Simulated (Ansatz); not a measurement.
**TlInBr6: complex band structure**

Wanted: the relaxed cell of TlInBr6, its band edges and its decay constants. It is built by putting In for Ga, Br for F in the TlGaF6 structure of space group R-3, with the volume rescaled by atomic radii. The parent structure comes from the Materials Project.

Calculated with Ansatz 0.2.0; LDA DFT, plane waves, PAW files, in the first sound run; inputs show where later runs differ.

Report form: the programs' logs are mostly left out.

The structure was built from a prototype and need not be the compound's stable phase.

## 1. The structure

The structure is trigonal, space group R-3 (No. 148). The conventional cell has a = 6.719 Å, b = 6.719 Å, c = 18.706 Å, α = 90.00°, β = 90.00°, γ = 120.00°. Tl has 6 Br at 2.87 Å nearest. Nearest to In lie 6 Br at 2.50 Å. Nearest to Br lie 1 In at 2.50 Å and 1 Tl at 2.87 Å. It derives from TlGaF6. In for Ga, Br for F in the TlGaF6 structure of space group R-3. Farther neighbours and most contacts between anions are not listed.

## 2. Relaxing the new crystal

The substituted atoms don't fit the parent's cell, so cell and atoms relax together. A small smearing keeps the run stable in case the gap closes on the way.

Input file input.yaml:

```yaml
crystal:
  lattice:
    - [3.3595712952, 1.9396493916, 6.2353388818]
    - [-3.3595712952, 1.9396493916, 6.2353388818]
    - [0.0, -3.8792987833, 6.2353388818]
  atoms:
    - { symbol: Tl, position: [0.0, 0.0, 0.0] }
    - { symbol: In, position: [0.5, 0.5, 0.5] }
    - { symbol: Br, position: [0.72747685, 0.41954973, 0.12056787] }
    - { symbol: Br, position: [0.12056787, 0.72747685, 0.41954973] }
    - { symbol: Br, position: [0.41954973, 0.12056787, 0.72747685] }
    - { symbol: Br, position: [0.87943213, 0.27252315, 0.58045027] }
    - { symbol: Br, position: [0.58045027, 0.87943213, 0.27252315] }
    - { symbol: Br, position: [0.27252315, 0.58045027, 0.87943213] }
kpoints:
  mp_grid: { grid: [4, 4, 4] }
scf:
  occupations: { method: gaussian, width: 0.03 }
hamiltonian:
  xc: lda
output:
  forces: true
  stress: true
relax:
  f_tol: 0.02
  max_steps: 60
  cell: {}
```

Run with:

```
ansatz run input.yaml --threads 2 --pin off --max-ram 4096MiB --backend cpu --events-out ev --progress --plain --runs-dir out
```

It took 12 s on 2 threads of Intel Xeon 6975P-C (Granite Rapids), shared host; peak memory 0.61 GiB.

Relaxation path:

```csv
step,energy less that of the first step (eV),largest force component (eV/Å),pressure (GPa),volume (Å³)
1,0.0000,1.4862,2.60,243.79
2,-0.8698,0.2294,-0.67,240.70
3,-0.9847,0.0864,-0.10,224.05
4,-0.9934,0.0229,-0.16,227.19
5,-0.9957,0.0030,0.02,225.73
6*,-0.9920,0.0033,0.01,225.73
```

Relaxation steps marked * repeat the geometry before them on a plane-wave basis chosen anew for their cell, so energy and pressure can jump there.

Forces are held to the 6 operations that the run works with; a distortion that breaks them can't arise in this run.

```csv
"conventional cell, symmetrised",before,after,change
a (Å),6.719,6.561,-2.3 %
b (Å),6.719,6.561,-2.3 %
c (Å),18.706,18.163,-2.9 %
volume (Å³/atom),30.47,28.22,-7.4 %
```

The atoms that moved most (Å, as changes of fractional coordinates times the final cell):

```csv
atom,dx,dy,dz,length
Br6,0.216,0.135,0.080,0.267
Br5,0.225,-0.119,-0.080,0.267
Br4,-0.216,-0.135,-0.080,0.267
Br3,-0.009,0.255,-0.080,0.267
Br7,-0.225,0.119,0.080,0.267
Br8,0.009,-0.255,0.080,0.267
```

The relaxed structure:

```cif
data_structure
_symmetry_space_group_name_H-M 'P 1'
_symmetry_Int_Tables_number 1
_cell_length_a 7.1418
_cell_length_b 7.1418
_cell_length_c 7.1418
_cell_angle_alpha 54.693
_cell_angle_beta 54.693
_cell_angle_gamma 54.693
_cell_volume 225.73
loop_
_atom_site_label
_atom_site_type_symbol
_atom_site_fract_x
_atom_site_fract_y
_atom_site_fract_z
_atom_site_occupancy
Tl1 Tl 0.00000 0.00000 0.00000 1
In2 In 0.50000 0.50000 0.50000 1
Br3 Br 0.74400 0.43897 0.07134 1
Br4 Br 0.07134 0.74400 0.43897 1
Br5 Br 0.43897 0.07134 0.74400 1
Br6 Br 0.92866 0.25600 0.56103 1
Br7 Br 0.56103 0.92866 0.25600 1
Br8 Br 0.25600 0.56103 0.92866 1
```

This step gave:

```yaml
free_energy: -32771.3421 eV
fermi_energy: 4.231 eV
pressure: 0.01068 GPa
```

The largest force component on a free atom ends at 0.0033 eV/Å.

## 3. The bulk crystal and its band edges

The energy window and the wavevectors of the next steps follow from the band edges, so these are searched first, off the mesh as well.

Input file input.yaml:

```yaml
crystal:
  lattice:
    - [3.2807022492, 1.8941143267, 6.054298439]
    - [-3.2807022492, 1.8941143267, 6.054298439]
    - [0.0, -3.7882286535, 6.054298439]
  atoms:
    - { symbol: Tl, position: [0.0, 0.0, 0.0] }
    - { symbol: In, position: [0.5, 0.5, 0.5] }
    - { symbol: Br, position: [0.7440023011, 0.4389685001, 0.0713444853] }
    - { symbol: Br, position: [0.0713444853, 0.7440023011, 0.4389685001] }
    - { symbol: Br, position: [0.4389685001, 0.0713444853, 0.7440023011] }
    - { symbol: Br, position: [0.9286555147, 0.2559976989, 0.5610314999] }
    - { symbol: Br, position: [0.5610314999, 0.9286555147, 0.2559976989] }
    - { symbol: Br, position: [0.2559976989, 0.5610314999, 0.9286555147] }
kpoints:
  mp_grid: { grid: [4, 4, 4] }
  band_path: { path: [VBM, CBM], npoints: 30 }
scf:
  occupations: { method: fixed }
hamiltonian:
  xc: lda
output:
  eigenvalues: true
  write_potential: true
  write_density: true
  volumetric_format: npy
  elf: true
```

Wall time 14 s (2 threads); peak memory 0.61 GiB; 27 s of CPU time.

This step gave:

```
Fermi energy        : 3.970 eV
gap on the k-mesh   : 0.5207 eV
gap on path         : 0.5207 eV, by band count; negative where bands overlap
direct gap on path  : 0.5207 eV
edge places on path : 0, 0 1/A along the path
```

Levels at VBM (eV): -6.74, -4.12, -3.91, -3.91, -3.02, -2.78, -2.58, -2.32, -2.32, -0.93, -0.93, -0.89, -0.89, -0.29, -0.29, -0.15, -0.15, 0.00, 0.52, 3.97, 4.75, 5.08, 5.08, 6.78, 7.55.

ELF in the ac plane of the conventional cell at fractional y = 0.000, with atoms of Tl and In and Br within 0.2 Å of it. It is the smooth field of the valence electrons, not physical close to the nuclei.

Ten even steps from '_' (0.01) to '@' (0.88), each cell a mean:
```
..::--::..______::++%%%%%%**==----..
::::..________::##@@%%----##%%++::::
______________..++%%##==++%%@@**::__
________..........--++######++::____
____--**%%%%%%##++::________________
__::##@@##::--##@@**::______________
__::##@@%%++++%%%%++..______________
____::==**####++--..__......________
________________..--**##%%%%**==..__
______________..++%%%%----##@@##--__
::......______..++@@@@++==##%%++::::
__..::............--**####**==::::__
__..::--**%%%%%%##--..______..::::..
..::==%%%%--::**@@%%--________......
__..++%%@@**++##%%**::______________
____..==**####++--..__......________
________________..--**%%%%%%##==..__
________________==%%@@++::++@@@@==__
________________--##@@**==**@@%%==__
__________........::++######**--..__
____::++##%%%%##++::..______________
__..==%%@@==::==%%##--______________
--::--**%%**++##@@%%--________..::--
__::--::==**####++::..........----..
```
Columns run along a (6.6 Å), rows up along c (18.2 Å), edges of the conventional cell, whose origin can differ from the input's. Atoms in or near the plane, at fractional coordinates: Tl at (0.00, 0.00), In at (0.00, 0.50), Br at (0.68, 0.25), Br at (0.65, 0.92), Br at (0.67, 0.58), Br at (0.35, 0.08), Br at (0.33, 0.42), Br at (0.32, 0.75).

Electrostatic potential energy in the ac plane of the conventional cell at fractional y = 0.000, with atoms of Tl and In and Br within 0.2 Å of it. With pseudopotentials it is smooth inside the atoms' cores, unlike the true potential.

Ten even steps from '0' (-64 eV) to '9' (11 eV), each cell a mean:
```
346899999998889753
889999999730038988
999999999831148999
999999999998999999
999987789999999999
999720038999999999
999841148999999999
999999999999999999
999999999998899999
999999999840027999
788999999851137887
346899999999899743
347888789999999854
889840016999999998
999962137999999999
999999999999999999
999999999998889999
999999999951015999
999999999962126999
999999999999899999
999998789999999999
999950005999999999
778862126999999987
336899999999999743
```
Columns run along a (6.6 Å; values clipped at the 3rd and 97th percentile), rows up along c (18.2 Å), edges of the conventional cell, whose origin can differ from the input's. Atoms in or near the plane, at fractional coordinates: Tl at (0.00, 0.00), In at (0.00, 0.50), Br at (0.68, 0.25), Br at (0.65, 0.92), Br at (0.67, 0.58), Br at (0.35, 0.08), Br at (0.33, 0.42), Br at (0.32, 0.75).

Valence density in the ac plane of the conventional cell at fractional y = 0.000, with atoms of Tl and In and Br within 0.2 Å of it. It is the smooth field of the valence electrons, not physical close to the nuclei.

Values in units of 1e0 e/Å³, 13 rows by 16 columns, each cell a mean:
```
2.5 1.3 0.4 0.1 0.0 0.0 0.0 0.1 0.4 0.7 0.6 0.7 0.6 0.4 0.9 2.1
0.0 0.0 0.0 0.0 0.0 0.0 0.1 0.1 0.5 0.7 0.6 0.8 0.6 0.2 0.1 0.0
0.0 0.0 0.1 0.4 0.6 0.6 0.6 0.3 0.1 0.1 0.1 0.0 0.0 0.0 0.0 0.0
0.0 0.1 0.3 0.7 0.8 0.6 0.9 0.5 0.2 0.1 0.0 0.0 0.0 0.0 0.0 0.0
0.0 0.0 0.0 0.0 0.1 0.1 0.1 0.1 0.2 0.3 0.4 0.4 0.3 0.1 0.0 0.0
0.4 0.2 0.1 0.1 0.0 0.0 0.0 0.1 0.5 1.0 0.8 0.9 0.9 0.4 0.3 0.4
7.0 3.0 0.5 0.2 0.3 0.3 0.3 0.1 0.1 0.1 0.2 0.2 0.2 0.3 1.6 5.6
0.2 0.2 0.3 0.7 1.0 0.8 1.0 0.8 0.2 0.1 0.0 0.0 0.0 0.1 0.1 0.2
0.0 0.0 0.1 0.1 0.2 0.3 0.3 0.2 0.1 0.1 0.1 0.1 0.1 0.0 0.0 0.0
0.0 0.0 0.1 0.0 0.0 0.0 0.0 0.1 0.4 0.9 0.8 0.7 1.0 0.5 0.1 0.0
0.0 0.0 0.0 0.0 0.1 0.1 0.1 0.1 0.2 0.4 0.5 0.5 0.4 0.2 0.1 0.0
0.0 0.1 0.2 0.5 0.9 0.7 0.8 0.7 0.3 0.1 0.0 0.0 0.0 0.0 0.0 0.0
3.5 1.8 0.5 0.4 0.6 0.6 0.6 0.4 0.2 0.1 0.0 0.0 0.1 0.3 1.1 2.9
```
Columns run along a (6.6 Å), rows up along c (18.2 Å), edges of the conventional cell, whose origin can differ from the input's. Atoms in or near the plane, at fractional coordinates: Tl at (0.00, 0.00), In at (0.00, 0.50), Br at (0.68, 0.25), Br at (0.65, 0.92), Br at (0.67, 0.58), Br at (0.35, 0.08), Br at (0.33, 0.42), Br at (0.32, 0.75).

The searched edges give 0.521 eV, as on the mesh.

## 4. Complex bands

This step: LDA DFT, plane waves, PAW files; complex bands by layer matching along the plane's normal (Ansatz 0.2.0).

The same crystal is laid in a cell whose first two vectors span the (001) plane (indices of the standard conventional cell, whose axes can be ordered otherwise than in the bulk input). At fixed energy and wavevector in the plane the solver finds all kz, real and complex. A few wavevectors are listed, (0, 0) and (0.5, 0) in units of the plane's reciprocal vectors; the slowest state needn't be among them.

Input file input.yaml:

```yaml
crystal:
  lattice:
    - [6.561404498, 0.0, 0.0]
    - [3.280702249, 5.68234298, 0.0]
    - [3.280702249, -1.894114327, 6.054298439]
  atoms:
    - { symbol: Tl, position: [0.0, 0.0, 0.0] }
    - { symbol: In, position: [0.0, 0.5, 0.5] }
    - { symbol: Br, position: [0.1829708012, 0.5610314999, 0.7456847135] }
    - { symbol: Br, position: [0.8153467864, 0.2559976989, 0.7456847135] }
    - { symbol: Br, position: [0.5103129854, 0.9286555147, 0.7456847135] }
    - { symbol: Br, position: [0.1846532136, 0.7440023011, 0.2543152865] }
    - { symbol: Br, position: [0.4896870146, 0.0713444853, 0.2543152865] }
    - { symbol: Br, position: [0.8170291988, 0.4389685001, 0.2543152865] }
kpoints:
  mp_grid: { grid: [6, 6, 6] }
scf:
  occupations: { method: fixed }
hamiltonian:
  xc: lda
output:
  eigenvalues: true
  transmission:
    leads: [[0, 0]]
    kpoints: [[0.0, 0.0], [0.5, 0.0]]
    e_range: [-1.0, 1.52]
    de: 0.05
```

It took 60 s on 2 threads; peak memory 1.2 GiB; 94 s of CPU time.

This step gave:

| Item | Value |
| --- | --- |
| free energy | -32771.3444 eV |
| gap on the k-mesh | 0.5211 eV |
| level to which the leads are filled | 0.2605 eV from the Fermi level |
| decay constant at the filling level, zone centre | 0.0759 Å⁻¹ |
| decay constant at the filling level, slowest listed point | 0.0759 Å⁻¹ |

K parallel (0, 0); values up to 1.5 1/Å, a degenerate pair printed once or twice; energies at which all values exceed this have no row. The Im kz of the slowest decaying states by energy, zero at the highest filled level on the SCF mesh:

```csv
energy (eV),decay 1 (Å⁻¹),decay 2 (Å⁻¹),decay 3 (Å⁻¹),decay 4 (Å⁻¹)
-1.000,0.334,1.02,1.07,1.17
-0.800,0.345,0.902,1.04,1.15
-0.600,0.0540,0.352,0.744,0.997
-0.400,0.232,0.357,0.377,0.925
-0.200,0.358,0.407,0.407,0.720
0.000,0.00253,0.220,0.356,0.818
0.200,0.0729,0.262,0.352,0.892
0.400,0.0674,0.291,0.344,0.934
0.600,0.314,0.334,0.960,1.03
0.800,0.323,0.332,0.978,1.01
1.000,0.321,0.346,0.990,0.991
1.200,0.335,0.358,0.970,0.999
1.400,0.111,0.353,0.368,0.950
```

K parallel (0, 0). Re kz of states that move upwards against energy, zero at the highest filled level on the SCF mesh:

```csv
energy (eV),channel 1 (Å⁻¹),channel 2 (Å⁻¹),channel 3 (Å⁻¹),channel 4 = channel 5 (Å⁻¹)
-1.00,-0.467,-0.467,-0.313,-0.0333
-0.90,-0.429,-0.429,-0.287,-
-0.80,-0.386,-0.386,-0.261,0.0444
-0.70,-0.332,-0.332,-0.235,0.102
-0.60,-0.210,-,-,-
-0.50,-0.184,-,-,-
-0.40,-0.157,-,-,-
-0.30,-0.387,-0.387,-0.130,-
-0.20,-0.216,-0.216,-0.101,-
-0.10,-0.0671,-,-,-
0.00,-,-,-,-
0.10,-,-,-,-
0.20,-,-,-,-
0.30,-,-,-,-
0.40,-,-,-,-
0.50,-,-,-,-
0.60,0.0729,-,-,-
0.70,0.125,-,-,-
0.80,0.179,-,-,-
0.90,0.238,-,-,-
1.00,0.301,-,-,-
1.10,0.367,-,-,-
1.20,0.439,-,-,-
1.30,-,-,-,-
1.40,-,-,-,-
1.50,-,-,-,-
```

K parallel (0.5, 0); values up to 1.5 1/Å, a degenerate pair printed once or twice; energies at which all values exceed this have no row. Im kz of the slowest decaying states against energy, zero at the highest filled level on the SCF mesh:

```csv
energy (eV),decay 1 (Å⁻¹),decay 2 (Å⁻¹),decay 3 (Å⁻¹),decay 4 (Å⁻¹)
-1.000,0.036,0.0967,0.197,0.327
-0.800,0.0109,0.0603,0.0947,0.213
-0.600,0.0367,0.153,0.261,1.26
-0.400,0.0508,0.139,0.267,0.279
-0.200,0.0505,0.0684,0.205,0.251
0.000,0.208,0.226,0.237,0.248
0.200,0.263,0.270,0.294,0.354
0.400,0.270,0.308,0.331,0.401
0.600,0.271,0.335,0.354,0.439
0.800,0.263,0.357,0.369,0.469
1.000,0.242,0.373,0.378,0.493
1.200,0.191,0.382,0.387,0.513
1.400,0.244,0.383,0.397,0.530
```

K parallel (0.5, 0). Re kz of states that move upwards against energy, zero at the highest filled level on the SCF mesh:

```csv
energy (eV),channel 1 (Å⁻¹),channel 2 (Å⁻¹),channel 3 (Å⁻¹),channel 4 (Å⁻¹)
-1.00,-0.308,0.0929,0.359,-
-0.90,-0.309,0.148,-,-
-0.75,-0.227,0.223,0.400,-
-0.60,-0.140,0.313,0.347,-
-0.50,-0.443,-,-,-
-0.40,-0.439,-0.0671,-,-
-0.25,0.0395,-,-,-
-0.10,-,-,-,-
0.00,-,-,-,-
0.10,-,-,-,-
0.25,-,-,-,-
0.40,-,-,-,-
0.50,-,-,-,-
0.60,-,-,-,-
0.75,-,-,-,-
0.90,-,-,-,-
1.00,-,-,-,-
1.10,-,-,-,-
1.25,-,-,-,-
1.40,0.437,-,-,-
1.50,-0.499,-,-,-
```

At the listed wavevectors the last open channel is at -0.05 eV and the next at +0.55 eV on the grid. At +0.25 eV, the grid energy nearest the filling level (the middle of the gap on the SCF mesh), the slowest state at the listed wavevectors decays with κ = 0.0759 Å⁻¹, its amplitude falling by e over 13 Å. Through 1 nm of this crystal that state's transmission falls by exp(−2 × 0.0759 Å⁻¹ × 10 Å) = 0.22.

## 5. Decay over the two-dimensional zone

The listed points could miss the slowest state, so one energy near mid-gap is solved on a mesh of 8×8.

input.yaml: that of step 4 with these lines changed.

```diff
@@ -22,6 +22,2 @@
   eigenvalues: true
-  transmission:
-    leads: [[0, 0]]
-    kpoints: [[0.0, 0.0], [0.5, 0.0]]
-    e_range: [-1.0, 1.52]
-    de: 0.05
+  transmission: { leads: [[0, 0]], kmesh: [8, 8], e_range: [0.26, 0.27], de: 0.05 }
```

Elapsed: 27 s, on 2 threads; peak memory 1.3 GiB.

Numbers from this step:

```yaml
least_decay_constant_on_the_mesh: 0.0762 Å⁻¹
```

Slowest decay constant (1/Å; 0 where a channel is open) over k1 and k2. At 0.2600 eV from the Fermi level.

Ten even steps from '_' (0.076) to '@' (0.266):
```
@@@@@@@@@@@@@@@@
@@@@@@@@%%**%%@@
@@@@@@**----**@@
@@@@%%--__--%%@@
@@@@**----**@@@@
@@@@%%**%%@@@@@@
@@@@@@@@@@@@@@@@
@@@@@@@@@@@@@@@@
```
Columns: k1 (b1) from -0.5 to 0.375; rows upwards: k2 (b2) from -0.5 to 0.375.

The least value on the mesh is 0.0762 Å⁻¹ at +0.26 eV. At that energy the listed points give about 0.0760 Å⁻¹ by interpolation, so the mesh holds no clearly slower state.

## 6. Band edges at another level, cutoff 500 eV

This step: r2SCAN DFT, plane waves, PAW files (Ansatz 0.2.0).

The edges again with r2SCAN, at the same atoms. Against that run the cutoff is 500 eV against 420.

Input file input.yaml:

```yaml
crystal:
  lattice:
    - [3.2807022492, 1.8941143267, 6.054298439]
    - [-3.2807022492, 1.8941143267, 6.054298439]
    - [0.0, -3.7882286535, 6.054298439]
  atoms:
    - { symbol: Tl, position: [0.0, 0.0, 0.0] }
    - { symbol: In, position: [0.5, 0.5, 0.5] }
    - { symbol: Br, position: [0.7440023011, 0.4389685001, 0.0713444853] }
    - { symbol: Br, position: [0.0713444853, 0.7440023011, 0.4389685001] }
    - { symbol: Br, position: [0.4389685001, 0.0713444853, 0.7440023011] }
    - { symbol: Br, position: [0.9286555147, 0.2559976989, 0.5610314999] }
    - { symbol: Br, position: [0.5610314999, 0.9286555147, 0.2559976989] }
    - { symbol: Br, position: [0.2559976989, 0.5610314999, 0.9286555147] }
kpoints:
  mp_grid: { grid: [4, 4, 4] }
  band_path: { path: [VBM, CBM], npoints: 30 }
scf:
  occupations: { method: fixed }
hamiltonian:
  xc: r2scan
output:
  eigenvalues: true
```

Wall time 24 s (2 threads); peak memory 1.1 GiB.

This step gave:

- free energy: -33833.2386 eV
- Fermi energy: 3.865 eV
- gap on the k-mesh: 0.9860 eV
- gap on path: 0.9860 eV, by band count; negative where bands overlap
- direct gap on path: 0.9860 eV

Levels at VBM (eV): -6.64, -3.89, -3.89, -3.89, -3.01, -2.74, -2.55, -2.29, -2.29, -0.94, -0.94, -0.86, -0.86, -0.29, -0.29, -0.15, -0.15, 0.00, 0.99, 4.59, 5.63, 5.88, 5.88, 7.80.

The searched edges give 0.986 eV, as on the mesh.

For the gap on the k-mesh, step 3 gave 0.521 eV; this run, with r2SCAN and cutoff 500 eV, gives 0.986 eV.

(Continued in part 2 of 2.)

[Logs are printed without paths, hosts, clocks, repeated set-up lines and the standing remarks that a program may print on its own settings, such as how far it seeks lower states.]

[Hosts, paths, dates, database ids (printed as entryN), source tags and the programs' standing remarks are cut or masked in the printed files.]
